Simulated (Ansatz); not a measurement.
# N on W(100): change of the work function, part 3 of 4

Wanted: Δφ(θ) for N/W(100), starting from the hollow site.

Ansatz 0.2.0; plane-wave DFT, PBE, Ansatz PAW.

So far, work function, upper face (eV): step 2 (the clean slab) 4.14; step 3 (46 atoms, coverage 0.111 ML, cell 3x3) 4.13.

## 4. Adsorbate added, k-mesh 6×6×1, coverage 0.25 ML

System of this step: W20N (N/W(100)). The cell holds 21 atoms: 20 W and 1 N. Its edges and angles: a = 6.320 Å, b = 6.320 Å, c = 25.110 Å, α = 90.0°, β = 90.0°, γ = 90.0°. Vacuum lies along c.

Another coverage, to see how the dipoles act on each other as their distance changes.

Input file input.yaml:

```yaml
crystal:
  lattice:
    - [6.32, 0.0, 0.0]
    - [0.0, 6.32, 0.0]
    - [0.0, 0.0, 25.1098318166]
  atoms:
    - { symbol: W, position: [0.0, 0.0, 0.3584253398] }
    - { symbol: W, position: [0.25, 0.25, 0.4213488993] }
    - { symbol: W, position: [0.0, 0.0, 0.4842393472] }
    - { symbol: W, position: [0.25, 0.25, 0.5497362957] }
    - { symbol: W, position: [0.0, 0.0, 0.6067028418] }
    - { symbol: W, position: [0.0, 0.5, 0.3584253398] }
    - { symbol: W, position: [0.25, 0.75, 0.4213488993] }
    - { symbol: W, position: [0.0, 0.5, 0.4842393472] }
    - { symbol: W, position: [0.25, 0.75, 0.5497362957] }
    - { symbol: W, position: [0.0, 0.5, 0.6067028418] }
    - { symbol: W, position: [0.5, 0.0, 0.3584253398] }
    - { symbol: W, position: [0.75, 0.25, 0.4213488993] }
    - { symbol: W, position: [0.5, 0.0, 0.4842393472] }
    - { symbol: W, position: [0.75, 0.25, 0.5497362957] }
    - { symbol: W, position: [0.5, 0.0, 0.6067028418] }
    - { symbol: W, position: [0.5, 0.5, 0.3584253398] }
    - { symbol: W, position: [0.75, 0.75, 0.4213488993] }
    - { symbol: W, position: [0.5, 0.5, 0.4842393472] }
    - { symbol: W, position: [0.75, 0.75, 0.5497362957] }
    - { symbol: W, position: [0.5, 0.5, 0.6067028418] }
    - { symbol: "N", position: [0.25, 0.25, 0.6415746602] }
kpoints:
  mp_grid: { grid: [6, 6, 1] }
hamiltonian:
  xc: pbe
scf:
  occupations: { method: fermi_dirac, width: 0.1 }
  convergence: { dr2_threshold: 1.0e-08 }
efield:
  axis: 3
  dipole_correction: true
  ramp_position: 0.97
  ramp_width: 0.06
relax:
  f_tol: 0.02
  max_steps: 60
  constraints: [{ sites: [0, 1, 5, 6, 10, 11, 15, 16] }]
output:
  dos: { projected: true, e_range: [-8, 4] }
  write_potential: true
  write_density: true
  volumetric_format: npy
  elf: true
```

Run with:

```console
ansatz run input.yaml --threads 4 --pin off --max-ram 16384MiB --backend cpu --events-out ev --progress --plain --runs-dir out
```

Numbers of over 12 decimals in the logs are rounded to 6 here.

Log:

```text
[...]
Crystal: 21 atoms, lattice volume = 1002.947 Å³
Basis set: ecut = 420 eV, 19671 PW (Γ), exchange–correlation on 90×90×360 points (8 copies of the dense FFT grid, shifted against one another)
Bands: 171, of which v1, the nominal top of the filled ones, is band 143 counted from 1 (142 counted from 0)
Symmetry: 8 space group operations
[...]
k-points: 10 of 36
[...]
SCF iter   1: F=—  HF=-208062.041774 eV  |F-HF|=—  |Δ(HF+E_count)|=         —  Δρ=6.12e-3  dr2=1.57e0  ethr=1.77e-3  p=-0.032 e·Å  D=-5.73e-3 V/Å  ΔV_dip=0.14 eV  dr2_dipole=3.18e-1  V_vac-E_F(+/−)=4.47/4.33 eV  ⟨swp⟩=9.5  Hψ=8697  notcnv=0
[...]
SCF iter  11: F=-208061.936006 eV  HF=-208061.936006 eV  |F-HF|=2.18e-9  |Δ(HF+E_count)|=   7.83e-9  Δρ=2.97e-7  dr2=2.32e-9  ethr=3.51e-12  p=0.005 e·Å  D=9.24e-4 V/Å  ΔV_dip=-0.02 eV  dr2_dipole=5.79e-11  V_vac-E_F(+/−)=4.23/4.26 eV  ⟨swp⟩=10.9  Hψ=11867  notcnv=0
SCF 1 converged in 11 iterations: F = -208061.936006 eV  dr2 = 2.32e-9
[...]
relax step   1: F+E_penalty+E_count = -208061.93600622 eV  Δ(F+E_penalty+E_count) = +0.000e0 eV  max|allowed force component| = 2.545e0 eV/Å  Δτ_max = 0.0000 Å  (11 SCF iters, accepted)
[...]
SCF iter  11: F=-208062.619054 eV  HF=-208062.619054 eV  |F-HF|=1.34e-9  |Δ(HF+E_count)|=   2.13e-8  Δρ=4.16e-7  dr2=4.45e-9  ethr=3.51e-12  p=0.033 e·Å  D=6.04e-3 V/Å  ΔV_dip=-0.15 eV  dr2_dipole=2.37e-10  V_vac-E_F(+/−)=4.10/4.25 eV  ⟨swp⟩=9.8  Hψ=13551  notcnv=0
SCF 2 converged in 11 iterations: F = -208062.619054 eV  dr2 = 4.45e-9
[...]
relax step   2: F+E_penalty+E_count = -208062.61905366 eV  Δ(F+E_penalty+E_count) = -6.830e-1 eV  max|allowed force component| = 9.825e-1 eV/Å  Δτ_max = 0.1949 Å  (11 SCF iters, accepted)
[...]
SCF iter  10: F=-208062.726545 eV  HF=-208062.726545 eV  |F-HF|=7.86e-9  |Δ(HF+E_count)|=   6.49e-9  Δρ=5.25e-7  dr2=6.70e-9  ethr=3.51e-12  p=0.047 e·Å  D=8.47e-3 V/Å  ΔV_dip=-0.21 eV  dr2_dipole=1.44e-10  V_vac-E_F(+/−)=4.03/4.25 eV  ⟨swp⟩=12.1  Hψ=13257  notcnv=0
SCF 3 converged in 10 iterations: F = -208062.726545 eV  dr2 = 6.70e-9
relax step   3: F+E_penalty+E_count = -208062.72654462 eV  Δ(F+E_penalty+E_count) = -1.075e-1 eV  max|allowed force component| = 3.891e-1 eV/Å  Δτ_max = 0.1298 Å  (10 SCF iters, accepted)
[...]
relax step   4: F+E_penalty+E_count = -208062.74345043 eV  Δ(F+E_penalty+E_count) = -1.691e-2 eV  max|allowed force component| = 6.904e-2 eV/Å  Δτ_max = 0.0393 Å  (9 SCF iters, accepted)
[...]
relax step   5: F+E_penalty+E_count = -208062.74444372 eV  Δ(F+E_penalty+E_count) = -9.933e-4 eV  max|allowed force component| = 6.007e-2 eV/Å  Δτ_max = 0.0060 Å  (8 SCF iters, accepted)
SCF iter   1: F=—  HF=-208062.745316 eV  |F-HF|=—  |Δ(HF+E_count)|=         —  Δρ=2.11e-4  dr2=9.09e-4  ethr=1.21e-5  p=0.044 e·Å  D=7.98e-3 V/Å  ΔV_dip=-0.20 eV  dr2_dipole=7.86e-5  V_vac-E_F(+/−)=4.05/4.25 eV  ⟨swp⟩=2.0  Hψ=2633  notcnv=0
[...]
SCF iter   7: F=-208062.744745 eV  HF=-208062.744745 eV  |F-HF|=5.24e-10  |Δ(HF+E_count)|=   2.58e-8  Δρ=3.44e-7  dr2=2.38e-9  ethr=3.51e-12  p=0.044 e·Å  D=7.94e-3 V/Å  ΔV_dip=-0.20 eV  dr2_dipole=3.95e-12  V_vac-E_F(+/−)=4.05/4.25 eV  ⟨swp⟩=11.7  Hψ=12834  notcnv=0
SCF 6 converged in 7 iterations: F = -208062.744745 eV  dr2 = 2.38e-9
relax step   6: F+E_penalty+E_count = -208062.74474533 eV  Δ(F+E_penalty+E_count) = -3.016e-4 eV  max|allowed force component| = 5.002e-3 eV/Å  Δτ_max = 0.0041 Å  (7 SCF iters, accepted)
[...]
SCF converged after 7 iterations
Free energy (F): -208062.744745 eV
[...]
Internal energy: -208062.106914 eV  (E = F + TS)
E sigma→0 (E₀):  -208062.425830 eV
Entropy (-TS):   -0.637831 eV (-30.373 meV/atom)
Fermi energy:    4.485572 eV
Dipole field:    D = 0.007939 V/Å  (p = 0.044001 e·Å, saw-weighted, corrected)
Work function:   Φ+ = 4.0497 eV   Φ− = 4.2490 eV
[...]
--- Forces (eV/Å), atoms counted from 1 ---
  atom   1  W      0.04136329     0.04136329     1.28813019
  atom   2  W     -0.00000000     0.00000000    -1.35030315
  atom   3  W     -0.00008422    -0.00008422    -0.00118385
  atom   4  W     -0.00000000    -0.00000000    -0.00500228
  atom   5  W      0.00079812     0.00079812    -0.00334194
  atom   6  W      0.04136329    -0.04136329     1.28813019
  atom   7  W     -0.00000000    -0.00000000    -1.12493552
  atom   8  W     -0.00008422     0.00008422    -0.00118385
  atom   9  W      0.00000000    -0.00000000     0.00121352
  atom  10  W      0.00079812    -0.00079812    -0.00334194
  atom  11  W     -0.04136329     0.04136329     1.28813019
  atom  12  W     -0.00000000    -0.00000000    -1.12493552
  atom  13  W      0.00008422    -0.00008422    -0.00118385
  atom  14  W     -0.00000000    -0.00000000     0.00121352
  atom  15  W     -0.00079812     0.00079812    -0.00334194
  atom  16  W     -0.04136329    -0.04136329     1.28813019
  atom  17  W     -0.00000000     0.00000000    -1.53811215
  atom  18  W      0.00008422     0.00008422    -0.00118385
  atom  19  W      0.00000000     0.00000000     0.00174294
  atom  20  W     -0.00079812    -0.00079812    -0.00334194
  atom  21  N      0.00000000     0.00000000     0.00472070
  max |Σ_I F_I| component: 1.97e-5 eV/Å
--- Band table (eV; the first three rows and the last of 10) ---
  k-point 0: bands = [... 139 lower, 4.3033, 4.4918, 4.4918, 4.5176, 4.6071, 4.7727, 4.7727, 5.1289, ... 24 higher]
  k-point 1: bands = [... 139 lower, 4.2518, 4.3375, 4.4965, 4.6386, 4.6709, 4.8411, 4.9255, 5.0020, ... 24 higher]
  k-point 2: bands = [... 139 lower, 4.1495, 4.5361, 4.5437, 4.7023, 4.7514, 4.7709, 4.7992, 4.9175, ... 24 higher]
  k-point 9: bands = [... 139 lower, 4.2350, 4.2613, 4.2659, 4.2659, 4.2692, 4.3793, 4.3793, 4.4488, ... 24 higher]
--- Relaxed structure (6 steps of the walk, 6 accepted, 0 SCFs on fresh bases) ---
  F+E_penalty+E_count = -208062.74474533 eV   max|allowed force component| = 5.002e-3 eV/Å
  atoms:
    - { symbol: W, position: [0.0, 0.0, 0.358425] }
    - { symbol: W, position: [0.250000, 0.250000, 0.4213488993] }
    - { symbol: W, position: [-0.00297088, -0.00297088, 0.484492] }
    - { symbol: W, position: [0.250000, 0.250000, 0.543803] }
    - { symbol: W, position: [0.012100, 0.012100, 0.608605] }
    - { symbol: W, position: [0.0, 0.500000, 0.358425] }
    - { symbol: W, position: [0.250000, 0.75, 0.4213488993] }
    - { symbol: W, position: [-0.00297088, 0.502971, 0.484492] }
    - { symbol: W, position: [0.250000, 0.75, 0.550397] }
    - { symbol: W, position: [0.012100, 0.487900, 0.608605] }
    - { symbol: W, position: [0.500000, 0.0, 0.358425] }
    - { symbol: W, position: [0.75, 0.250000, 0.4213488993] }
    - { symbol: W, position: [0.502971, -0.00297088, 0.484492] }
    - { symbol: W, position: [0.75, 0.250000, 0.550397] }
    - { symbol: W, position: [0.487900, 0.012100, 0.608605] }
    - { symbol: W, position: [0.500000, 0.500000, 0.358425] }
    - { symbol: W, position: [0.75, 0.75, 0.4213488993] }
    - { symbol: W, position: [0.502971, 0.502971, 0.484492] }
    - { symbol: W, position: [0.75, 0.75, 0.551092] }
    - { symbol: W, position: [0.487900, 0.487900, 0.608605] }
    - { symbol: N, position: [0.250000, 0.250000, 0.630458] }
```

It took 6.8 min on 4 threads of Arm Neoverse V1, shared host; peak memory 4.1 GiB.

Step by step:

```tsv
step	energy less that of the first step (eV)	largest force component (eV/Å)
1	0.0000	2.5453
2	-0.6830	0.9825
3	-0.7905	0.3891
4	-0.8074	0.0690
5	-0.8084	0.0601
6	-0.8087	0.0050
```

The run keeps the 8 symmetry operations that it works with, so distortions that break them were not tested.

The atoms that moved most (Å):

```tsv
atom	dx	dy	dz	length
N21	0.000	0.000	-0.279	0.279
W4	0.000	0.000	-0.149	0.149
W20	-0.076	-0.076	0.048	0.118
W10	0.076	-0.076	0.048	0.118
W15	-0.076	0.076	0.048	0.118
W5	0.076	0.076	0.048	0.118
W19	0.000	0.000	0.034	0.034
W3	-0.019	-0.019	0.006	0.027
```

The relaxed structure:

```
W N
1.0
     6.32000    0.00000    0.00000
     0.00000    6.32000    0.00000
     0.00000    0.00000   25.10983
W N
20 1
Direct
  0.00000 0.00000 0.35843
  0.25000 0.25000 0.42135
  0.99703 0.99703 0.48449
  0.25000 0.25000 0.54380
  0.01210 0.01210 0.60860
  0.00000 0.50000 0.35843
  0.25000 0.75000 0.42135
  0.99703 0.50297 0.48449
  0.25000 0.75000 0.55040
  0.01210 0.48790 0.60860
  0.50000 0.00000 0.35843
  0.75000 0.25000 0.42135
  0.50297 0.99703 0.48449
  0.75000 0.25000 0.55040
  0.48790 0.01210 0.60860
  0.50000 0.50000 0.35843
  0.75000 0.75000 0.42135
  0.50297 0.50297 0.48449
  0.75000 0.75000 0.55109
  0.48790 0.48790 0.60860
  0.25000 0.25000 0.63046
```

This step gave:

| Quantity | Value |
| --- | --- |
| energy at zero smearing | -208062.4258 eV |
| work function, upper face | 4.050 eV |
| work function, lower face | 4.249 eV |
| dipole along the normal | 0.04400 e·Å |
| step between the vacuum levels | -0.1993 eV |

The density of states has structure finer than the step of the table below, so its rows give means over 0.5 eV, whole bins alone (the curve runs from -8 to 1.98 eV). Peaks (eV: height): -3.22: 35.4, -3.13: 42.8, -2.98: 33.3, 0.87: 34.6, 1.50: 38.4, 1.77: 34.4, 1.95: 43.4.

Density of states against energy, zero at the Fermi level; means over each step:

```tsv
energy (eV)	density of states (states/eV a cell)
-7.5	1.49
-7.0	3.76
-6.5	8.83
-6.0	8.44
-5.5	11.9
-5.0	12.7
-4.5	13.9
-4.0	20.9
-3.5	18.4
-3.0	28.0
-2.5	25.1
-2.0	24.4
-1.5	21.8
-1.0	14.1
-0.5	20.6
0.0	19.1
0.5	15.3
1.0	23.5
1.5	26.2
```

Projected DOS per atom over height of the atomic layer and energy from the Fermi level. Layers: W4 W4 W4 W4 W4 N from below.

Ten even steps from '_' (0.02 states/eV) to '@' (2.59 states/eV), each cell a mean:
```
++======++__
**--==--++__
==::--::==__
++..::..--__
##......++__
%%::..::++__
--......==__
==--------__
++--======..
++========__
==++==++--__
::====**++::
::----==::::
==++==--::..
..::--::....
__::--::....
__::--::..--
__........--
______..::@@
________..--
____________
____________
```
Columns: height of the atomic layer (Å) from 9 to 15.8 (not evenly spaced); rows upwards: energy from the Fermi level (eV) from -7.96 to 1.95.

Valence density in the ca plane at fractional y = 0.250, with atoms of W and N within 0.2 Å of it. It is the smooth field of the valence electrons, not physical close to the nuclei.

Ten even steps from '0' (0.0 e/Å³) to '9' (5.0 e/Å³), each cell a mean:
```
00000000000000000000000000000000000000000000
00000001111000001111000000000000000000000000
00000014774100014773100000000000000000000000
00000017997100028996100000000000000000000000
00000017997100028996100000000000000000000000
00000013774100014763100000000000000000000000
00000001111000001111000000000000000000000000
00000000000000000000000000000000000000000000
00000000000000000000000000000000000000000000
00000000000000000000000000000000000000000000
00000002442000013431011210000000000000000000
00000016996100038982124530000000000000000000
00000017997200159893125741000000000000000000
00000015996100038982124530000000000000000000
00000002342000013431011210000000000000000000
00000000000000000000000000000000000000000000
00000000000000000000000000000000000000000000
```
Columns run along c (16.0 Å, from fractional 0.30 to 0.94 of the cell), rows up along a (6.3 Å). Atoms in or near the plane, at fractional coordinates: W at (0.42, 0.25), W at (0.54, 0.25), W at (0.42, 0.75), W at (0.55, 0.75), N at (0.63, 0.25).

Electrostatic potential energy in the ca plane at fractional y = 0.250, with atoms of W and N within 0.2 Å of it. With pseudopotentials it is smooth inside the atoms' cores, unlike the true potential.

Ten even steps from '0' (-58 eV) to '9' (9 eV), each cell a mean:
```
99999999889999999889999999999999999999999999
99999987667899987667899999999999999999999999
99999974114799873114899999999999999999999999
99999961001689851002699999999999999999999999
99999961001689851002699999999999999999999999
99999974114799973114899999999999999999999999
99999987667899987667899999999999999999999999
99999999889999999889999999999999999999999999
99999999999999999999999999999999999999999999
99999998778999988788999999999999999999999999
99999986335899874347888789999999999999999999
99999962002689740015873259999999999999999999
99999861001589720004761028999999999999999999
99999962002689740015873259999999999999999999
99999986336899874347888789999999999999999999
99999998888999988788999999999999999999999999
99999999999999999999999999999999999999999999
```
Columns run along c (16.0 Å, from fractional 0.30 to 0.94 of the cell; values clipped at the 3rd and 97th percentile), rows up along a (6.3 Å). Atoms in or near the plane, at fractional coordinates: W at (0.42, 0.25), W at (0.54, 0.25), W at (0.42, 0.75), W at (0.55, 0.75), N at (0.63, 0.25).

ELF in the ca plane at fractional y = 0.250, with atoms of W and N within 0.2 Å of it. It is the smooth field of the valence electrons, not physical close to the nuclei.

Ten even steps from '0' (0.00) to '9' (0.80), each cell a mean:
```
44455554224555553235665443210000000000000000
34455543333455533333566543211000000000000000
33455436776345337775345543211000000000000000
23344237447324247347224433211000000000000000
23344237447324247357234433211000000000000000
33455436776345337775345543211000000000000000
34455543333455533333566543211000000000000000
44455554224555553235665443210000000000000000
44555555445655554445543432100000000000000000
34455553223456542223334554210000000000000000
33455534664356435653368997410000000000000000
23445337667334267584388799620000000000000000
23444237327324265165385289730000000000000000
23445337667334267684388799620000000000000000
33455534554356435653358997410000000000000000
34455553223456542223334554200000000000000000
44555555445655554445544432100000000000000000
```
Columns run along c (16.0 Å, from fractional 0.30 to 0.94 of the cell), rows up along a (6.3 Å). Atoms in or near the plane, at fractional coordinates: W at (0.42, 0.25), W at (0.54, 0.25), W at (0.42, 0.75), W at (0.55, 0.75), N at (0.63, 0.25).

The relaxation took 6 steps and lowered the energy by 0.81 eV; the largest force on the free atoms ends at 0.0050 eV/Å.

By hand: a sheet of dipoles makes a step −p/(ε₀A) in the electron's potential. With e/ε₀ = 180.95 V·Å, p = 0.04400 e·Å and A = 39.94 Å², that is −180.95 × (0.04400) / 39.94 = -0.199 eV, and the two vacuum levels of the run differ by -0.199 eV.

The covered face has 4.05 eV, -0.09 eV against the clean one; the bare back face has moved by -0.00 eV, a measure of how thin the slab is.

## 5. Adsorbate added, k-mesh 6×6×1, coverage 0.5 ML

System of this step: W10N (N/W(100)). The cell holds 22 atoms: 20 W and 2 N. Cell: a = 6.320 Å, b = 6.320 Å, c = 25.110 Å, α = 90.0°, β = 90.0°, γ = 90.0°. Vacuum lies along c.

Another coverage, to see how the dipoles act on each other as their distance changes.

Edit input.yaml of step 4 so:

```diff
@@ -27,2 +27,3 @@
     - { symbol: "N", position: [0.25, 0.25, 0.6415746602] }
+    - { symbol: "N", position: [0.75, 0.75, 0.6415746602] }
 kpoints:
```

Log:

```text
[...]
Crystal: 22 atoms, lattice volume = 1002.947 Å³
Basis set: ecut = 420 eV, 19671 PW (Γ), exchange–correlation on 90×90×360 points (8 copies of the dense FFT grid, shifted against one another)
Bands: 174, of which v1, the nominal top of the filled ones, is band 145 counted from 1 (144 counted from 0)
Symmetry: 16 space group operations
[...]
- { symbol: W, position: [1.774416132014853e-19, 0.500000, 0.484469] }
[...]
- { symbol: W, position: [0.75, 0.75, 0.4213488993] }
    - { symbol: W, position: [0.500000, 0.500000, 0.484469] }
    - { symbol: W, position: [0.75, 0.75, 0.545367] }
    - { symbol: W, position: [0.500000, 0.500000, 0.611976] }
    - { symbol: N, position: [0.250000, 0.250000, 0.629596] }
    - { symbol: N, position: [0.75, 0.75, 0.629596] }
[key lines of the parts left out:]
SCF converged after 7 iterations
Free energy (F): -208449.073787 eV
Fermi energy:    4.824627 eV
Dipole field:    D = 0.032706 V/Å  (p = 0.181275 e·Å, saw-weighted, corrected)
Work function:   Φ+ = 3.4363 eV   Φ− = 4.2575 eV
```

The job ended after 5.9 min (4 threads; peak memory 4.2 GiB).

(Part 3 of 4 ends here.)

[Logs are printed without paths, hosts, clocks, repeated set-up lines and the standing remarks that a program may print on its own settings, such as how far it seeks lower states.]

[Hosts, paths, dates, database ids (printed as entryN), source tags and the programs' standing remarks are cut or masked in the printed files.]

[Maps of the electrostatic potential energy from Ansatz leave out the sawtooth potential of an applied field or a dipole correction, so their vacuum need not be flat; planar profiles and work functions include it.]

[The density of states shown here was stored with 400 of the rows of the run's finer table, so its peaks can read low, often by over a quarter, or be missed, and its means over a window can be off by a tenth or more.]
